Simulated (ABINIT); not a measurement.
An input for ABINIT 10.8.3 (Be3N2 (P6_3/mmc)):

```
acell 3*1.0 Angstrom
rprim 
  2.841679226310 0.000000000023 0.000000000000
  -1.420839613175 2.460966399380 0.000000000000
  0.000000000000 0.000000000000 9.746841010000
ntypat 2
znucl 4 7
natom 10
typat 1 1 1 1 1 1 2 2 2 2
xred 
  0.333333333333 0.666666666667 0.078485970000
  0.666666666667 0.333333333333 0.578485970000
  0.666666666667 0.333333333333 0.921514030000
  0.333333333333 0.666666666667 0.421514030000
  0.000000000000 0.000000000000 0.250000000000
  0.000000000000 0.000000000000 0.750000000000
  0.000000000000 0.000000000000 0.000000000000
  0.000000000000 0.000000000000 0.500000000000
  0.333333333333 0.666666666667 0.250000000000
  0.666666666667 0.333333333333 0.750000000000
pp_dirpath "pseudos"
pseudos "Be.upf, N.upf"
ecut 38
ngkpt 9 9 2
nshiftk 1
shiftk 0 0 0
kptopt 1
chksymbreak 0
nband 31
occopt 1
tolvrs 1e-10
nstep 60
prtwf 0
optforces 0
optstress 0
indata_prefix "in"
outdata_prefix "out"
tmpdata_prefix "tmp"
```

```sh
OMP_NUM_THREADS=1 mpirun -n 8 abinit run.abi > log
```

Q: Estimate wall time and host memory on 8 MPI ranks of Arm Neoverse V2, shared host.

It took 19 s; on shared hardware allow 9.6 s to 38 s. Peak host memory was 0.68 GiB.

[Paths, hosts, dates, memory and timing lines, banners, echoed tables and standing remarks are left out of the program output.]

[Logs are printed without paths, hosts, clocks, repeated set-up lines and the standing remarks that a program may print on its own settings, such as how far it seeks lower states.]

[Runs of the session that timed out or met a known fault of the program may be left out.]

[Hosts, paths, dates, database ids (printed as entryN), source tags and the programs' standing remarks are cut or masked in the printed files.]

[G0W0 gaps are taken among the corrected bands and points alone; a level outside them can change the order at an edge.]

[Where Ansatz stands beside ABINIT at settings called matched, ABINIT's density can come from a denser mesh and the files from another edition; pairs whose starting gaps differed by over 0.03 eV were left out, so agreement reads better than it is.]
